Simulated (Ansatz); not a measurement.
# Work function of Pt(110): what the settings cost and change

Aim: the work function of Pt(110) across levels of theory at one geometry.

Main program and level: Ansatz 0.2.0; plane-wave DFT, PBE, Ansatz PAW, in the first sound run; inputs show where later runs differ.

This is a report of a sequence of runs, with most program output left out.

## Step 1: Set-up

The cell holds 7 atoms: 7 Pt. Cell: a = 3.920 Å, b = 2.772 Å, c = 26.316 Å, α = 90.0°, β = 90.0°, γ = 90.0°. Vacuum lies along c.

## Step 2: Slab, setting PBE, Ansatz PAW (420 eV)

A work function rests on the faint tail of the density, so the SCF threshold is tight. PBE on the default files comes first; the next runs keep the geometry and change functional or files, each at the cutoff that its files recommend; a relaxation and, for heavy metals, spin-orbit coupling close the ladder.

Contents of input.yaml:

```yaml
crystal:
  lattice:
    - [3.92, 0.0, 0.0]
    - [0.0, 2.7718585823, 0.0]
    - [0.0, 0.0, 26.3155757468]
  atoms:
    - { symbol: Pt, position: [0.0, 0.0, 0.3420027776] }
    - { symbol: Pt, position: [0.5, 0.5, 0.3946685184] }
    - { symbol: Pt, position: [0.0, 0.0, 0.4473342592] }
    - { symbol: Pt, position: [0.5, 0.5, 0.5] }
    - { symbol: Pt, position: [0.0, 0.0, 0.5526657408] }
    - { symbol: Pt, position: [0.5, 0.5, 0.6053314816] }
    - { symbol: Pt, position: [0.0, 0.0, 0.6579972224] }
kpoints:
  mp_grid: { grid: [11, 15, 1] }
hamiltonian:
  xc: pbe
scf:
  occupations: { method: fermi_dirac, width: 0.1 }
  convergence: { dr2_threshold: 1.0e-09 }
efield:
  axis: 3
  dipole_correction: true
  ramp_position: 0.97
  ramp_width: 0.06
output:
  write_potential: true
  write_density: true
  volumetric_format: npy
  elf: true
```

Started as:

```bash
ansatz run input.yaml --threads 4 --pin off --max-ram 6144MiB --backend cpu --events-out ev --progress --plain --runs-dir out
```

Run time: 87 s. Hardware: 4 threads of Arm Neoverse N1, shared host; peak memory 1.4 GiB.

This step gave:

| Item | Value |
| --- | --- |
| energy at zero smearing | -87658.3798 eV |
| work function, upper face | 5.244 eV |

Running mean over 1.386 Å of the planar mean; the ramp of the sawtooth is left out. The electron's electrostatic potential energy less the Fermi level by z:

z (Å), electron's electrostatic potential energy less the Fermi level (eV) and a bar from the least value:
```
      3.5        5.2 ##############################
      4.0        5.2 ##############################
      4.5        5.2 ##############################
      5.0        5.2 ##############################
      5.5        5.2 ##############################
      6.0        5.2 ##############################
      6.5        5.2 ##############################
      7.0        4.9 #############################
      7.5        4.0 ############################
      8.0        0.3 #####################
      8.5       -5.8 ###########
      9.0      -10.2 ####
      9.5      -11.6 #
     10.0      -11.9 #
     10.5      -12.1 
     11.0      -12.3 
     11.5      -12.3 
     12.0      -12.3 
     12.5      -12.3 
     13.0      -12.3 
     13.5      -12.3 
     14.0      -12.3 
     14.5      -12.3 
     15.0      -12.3 
     15.5      -12.2 
     16.0      -12.1 
     16.5      -11.8 #
     17.0      -11.3 ##
     17.5       -9.0 ######
     18.0       -3.5 ###############
     18.5        2.0 #########################
     19.0        4.5 #############################
     19.5        5.1 ##############################
     20.0        5.2 ##############################
     20.5        5.2 ##############################
     21.0        5.2 ##############################
     21.5        5.2 ##############################
     22.0        5.2 ##############################
     22.5        5.2 ##############################
     23.0        5.2 ##############################
```

Valence density in the ca plane at fractional y = 0.000, with atoms of Pt within 0.2 Å of it. It is the smooth field of the valence electrons, not physical close to the nuclei.

Ten even steps from '0' (0 e/Å³) to '9' (11 e/Å³), each cell a mean:
```
00000047841001587200027851001488400000000000
00000013310000132100002320000133100000000000
00000000000000000000000000000000000000000000
00000000000000000000000000000000000000000000
00000000000000000000000000000000000000000000
00000000000000000000000000000000000000000000
00000000000000000000000000000000000000000000
00000001100000011000001100000011000000000000
00000025530001365100014631000255200000000000
00000159951002698300038962001599510000000000
```
Columns run along c (16.0 Å, from fractional 0.24 to 0.85 of the cell), rows up along a (3.9 Å). Atoms in or near the plane, at fractional coordinates: Pt at (0.34, 0.00), Pt at (0.45, 0.00), Pt at (0.55, 0.00), Pt at (0.66, 0.00).

ELF in the ca plane at fractional y = 0.000, with atoms of Pt within 0.2 Å of it. It is the smooth field of the valence electrons, not physical close to the nuclei.

Ten even steps from '0' (0.00) to '9' (0.68), each cell a mean:
```
00123589985435999744479996345899853210000000
00012468864334687433347864334688642110000000
00012334443333344333334433333444332100000000
00001122333333222333332223333332211000000000
00000011233443212234332123443321100000000000
00000112233333222334332223333322110000000000
00011233333333333333333333333333321100000000
00012356643333565433335653333466532100000000
00113479974334899633369985334799843210000000
00123599996436999844479996345899953210000000
```
Columns run along c (16.0 Å, from fractional 0.24 to 0.85 of the cell), rows up along a (3.9 Å). Atoms in or near the plane, at fractional coordinates: Pt at (0.34, 0.00), Pt at (0.45, 0.00), Pt at (0.55, 0.00), Pt at (0.66, 0.00).

Electrostatic potential energy in the ca plane at fractional y = 0.000, with atoms of Pt within 0.2 Å of it. With pseudopotentials it is smooth inside the atoms' cores, unlike the true potential.

Ten even steps from '0' (-71 eV) to '9' (11 eV), each cell a mean:
```
99999720027985100389840015897200279999999999
99999864368998534789974357998643689999999999
99999998899999888999998889999988999999999999
99999999999999999999999999999999999999999999
99999999999999999999999999999999999999999999
99999999999999999999999999999999999999999999
99999999999999999999999999999999999999999999
99999986689998766899987678999866899999999999
99999841147996311589851126998411489999999999
99999710016985000379730004896100169999999999
```
Columns run along c (16.0 Å, from fractional 0.24 to 0.85 of the cell; values clipped at the 3rd and 97th percentile), rows up along a (3.9 Å). Atoms in or near the plane, at fractional coordinates: Pt at (0.34, 0.00), Pt at (0.45, 0.00), Pt at (0.55, 0.00), Pt at (0.66, 0.00).

The work function is 5.244 eV.

## Step 3: Run

This step: plane-wave DFT, LDA, Ansatz PAW (Ansatz 0.2.0).

input.yaml, as its differences from that of step 2:

```diff
@@ -16,3 +16,3 @@
 hamiltonian:
-  xc: pbe
+  xc: lda
 scf:
@@ -29,2 +29 @@
   volumetric_format: npy
-  elf: true
```

It took 80 s on 4 threads; peak memory 1.4 GiB.

The work function is 5.627 eV, +0.384 eV from the run “PBE, Ansatz PAW (420 eV)”, at 0.98 times its CPU time.

## Step 4: Run

This step: plane-wave DFT, PBEsol, Ansatz PAW (Ansatz 0.2.0).

input.yaml, as its differences from that of step 3:

```diff
@@ -16,3 +16,3 @@
 hamiltonian:
-  xc: lda
+  xc: pbesol
 scf:
```

Wall time 81 s (4 threads); peak memory 1.4 GiB.

The work function is 5.354 eV, +0.111 eV from the run “PBE, Ansatz PAW (420 eV)”, at 0.97 times its CPU time.

## Step 5: Run

This step: plane-wave DFT, RPBE, Ansatz PAW (Ansatz 0.2.0).

input.yaml, as its differences from that of step 4:

```diff
@@ -16,3 +16,3 @@
 hamiltonian:
-  xc: pbesol
+  xc: rpbe
 scf:
```

The job ended after 87 s (4 threads; peak memory 1.4 GiB).

The work function is 5.078 eV, -0.166 eV from the run “PBE, Ansatz PAW (420 eV)”, at 1.0 times its CPU time.

## Step 6: Slab

This step: plane-wave DFT, r2SCAN, Ansatz PAW (Ansatz 0.2.0).

input.yaml, as its differences from that of step 5:

```diff
@@ -16,3 +16,3 @@
 hamiltonian:
-  xc: rpbe
+  xc: r2scan
 scf:
```

Elapsed: 3.8 min, on 4 threads; peak memory 2.1 GiB; 14 min of CPU time.

The work function is 5.266 eV, +0.022 eV from the run “PBE, Ansatz PAW (420 eV)”, at 2.7 times its CPU time.

## Step 7: Run

This step: plane-wave DFT, PBE, JTH PAW (Ansatz 0.2.0).

input.yaml, as its differences from that of step 6:

```diff
@@ -16,3 +16,4 @@
 hamiltonian:
-  xc: r2scan
+  xc: pbe
+  pseudopotentials: { kind: paw, source: jth }
 scf:
```

Elapsed: 2.6 min, on 4 threads; peak memory 2.1 GiB.

The work function is 5.251 eV, +0.008 eV from the run “PBE, Ansatz PAW (420 eV)”, at 1.9 times its CPU time.

## Step 8: Run

This step: plane-wave DFT, PBE, norm-conserving (Ansatz 0.2.0).

input.yaml, as its differences from that of step 7:

```diff
@@ -17,3 +17,3 @@
   xc: pbe
-  pseudopotentials: { kind: paw, source: jth }
+  pseudopotentials: { kind: nc }
 scf:
```

The job ended after 5.9 min (4 threads; peak memory 4.7 GiB).

The work function is 5.244 eV, +0.001 eV from the run “PBE, Ansatz PAW (420 eV)”, at 4.3 times its CPU time.

## Step 9: Slab

This step: plane-wave DFT, LDA, norm-conserving (Ansatz 0.2.0).

input.yaml, as its differences from that of step 8:

```diff
@@ -16,3 +16,3 @@
 hamiltonian:
-  xc: pbe
+  xc: lda
   pseudopotentials: { kind: nc }
```

Elapsed: 6.6 min, on 4 threads; peak memory 4.6 GiB.

The work function is 5.632 eV, +0.388 eV from the run “PBE, Ansatz PAW (420 eV)”, at 4.9 times its CPU time.

## Step 10: Run, setting PBE, all layers relaxed

This step: plane-wave DFT, PBE, Ansatz PAW (Ansatz 0.2.0).

input.yaml, as its differences from that of step 9:

```diff
@@ -16,4 +16,3 @@
 hamiltonian:
-  xc: lda
-  pseudopotentials: { kind: nc }
+  xc: pbe
 scf:
@@ -26,2 +25,5 @@
   ramp_width: 0.06
+relax:
+  f_tol: 0.01
+  max_steps: 40
 output:
```

It took 3.7 min on 4 threads; peak memory 1.1 GiB.

The relaxation took 4 steps and lowered the energy by 0.18 eV; the largest force on the free atoms ends at 0.0015 eV/Å.

The work function is 5.275 eV, +0.032 eV from the run “PBE, Ansatz PAW (420 eV)”, at 2.8 times its CPU time.

## Step 11: Run

This step: plane-wave DFT, PBE, fully relativistic PAW with spin-orbit coupling (Ansatz 0.2.0).

input.yaml, as its differences from that of step 10:

```diff
@@ -17,2 +17,3 @@
   xc: pbe
+  pseudopotentials: { kind: paw_fr }
 scf:
@@ -25,5 +26,5 @@
   ramp_width: 0.06
-relax:
-  f_tol: 0.01
-  max_steps: 40
+magnetization:
+  noncollinear: true
+  spin_orbit: true
 output:
```

Wall time 10 min (4 threads); peak memory 5.5 GiB.

The work function is 5.227 eV, -0.016 eV from the run “PBE, Ansatz PAW (420 eV)”, at 7.8 times its CPU time.

## Step 12: Comparing the runs

Times are for 4 threads of Arm Neoverse N1, shared host. Results by setting:

```csv
no.,setting,"work function, upper face (eV)",time,memory (GiB)
1,"PBE, Ansatz PAW (420 eV)",5.244,87 s,1.4
2,"LDA, Ansatz PAW (420 eV)",5.627,80 s,1.4
3,"PBEsol, Ansatz PAW (420 eV)",5.354,81 s,1.4
4,"RPBE, Ansatz PAW (420 eV)",5.078,87 s,1.4
5,"r2SCAN, Ansatz PAW (500 eV)",5.266,3.8 min,2.1
6,"PBE, JTH PAW (750 eV)",5.251,2.6 min,2.1
7,"PBE, norm-conserving (1143 eV)",5.244,5.9 min,4.7
8,"LDA, norm-conserving (1143 eV)",5.632,6.6 min,4.6
9,"PBE, all layers relaxed",5.275,3.7 min,1.1
10,PBE with spin-orbit coupling (420 eV),5.227,10 min,5.5
```

## Step 13: A changed input

This step: plane-wave DFT, PBE, Ansatz PAW (Ansatz 0.2.0).

An input spoilt on purpose, to show how the run answers: it repeats the earlier run “PBE, Ansatz PAW (420 eV)” with efield.ramp_width from 0.06 to 0.9, and scf.max_iter set to 60; its output block differs too.

input.yaml, as its differences from that of step 11:

```diff
@@ -17,3 +17,2 @@
   xc: pbe
-  pseudopotentials: { kind: paw_fr }
 scf:
@@ -21,2 +20,3 @@
   convergence: { dr2_threshold: 1.0e-09 }
+  max_iter: 60
 efield:
@@ -25,6 +25,3 @@
   ramp_position: 0.97
-  ramp_width: 0.06
-magnetization:
-  noncollinear: true
-  spin_orbit: true
+  ramp_width: 0.9
 output:
```

It took 0.41 s on 4 threads; peak memory 0.57 GiB.

The program refused the input before any cycle.

The program's message: “Error: efield: ion 0 (Pt) at fractional coordinate 0.3420 along the field axis lies inside the sawtooth ramp with 2 of the planes that the density is read on at each end, [0.9589, 0.8811] — the ramp m …”

The fault put into the input: a ramp so wide that it reaches the atoms.

## Step 14: What came out

```
work function, PBE, Ansatz PAW (420 eV)              : 5.244 eV
work function, LDA, Ansatz PAW (420 eV)              : 5.627 eV
work function, RPBE, Ansatz PAW (420 eV)             : 5.078 eV
work function, r2SCAN, Ansatz PAW (500 eV)           : 5.266 eV
work function, LDA, norm-conserving (1143 eV)        : 5.632 eV
work function, PBE, all layers relaxed               : 5.275 eV
work function, PBE with spin-orbit coupling (420 eV) : 5.227 eV
```

What this shows: PBE on the default files gives 5.24 eV, and the settings tried spread the value from 5.08 to 5.63 eV. At one geometry LDA lies 0.38 eV above PBE. The choice of pseudopotentials moves the PBE value by 0.008 eV. Relaxing the layers changes it by +0.032 eV. Spin-orbit coupling, on the fully relativistic files, changes it by -0.02 eV. A compiled measured value is 5.53 eV (arxiv:1902.07811, 2019), but the real face reconstructs and these slabs don't, so it is no test of the method. The ladder's slabs use the tabulated experimental lattice constant (two decimals; a low-temperature value for the alkali metals).

[Logs are printed without paths, hosts, clocks, repeated set-up lines and the standing remarks that a program may print on its own settings, such as how far it seeks lower states.]

[Hosts, paths, dates, database ids (printed as entryN), source tags and the programs' standing remarks are cut or masked in the printed files.]

[Maps of the electrostatic potential energy from Ansatz leave out the sawtooth potential of an applied field or a dipole correction, so their vacuum need not be flat; planar profiles and work functions include it.]
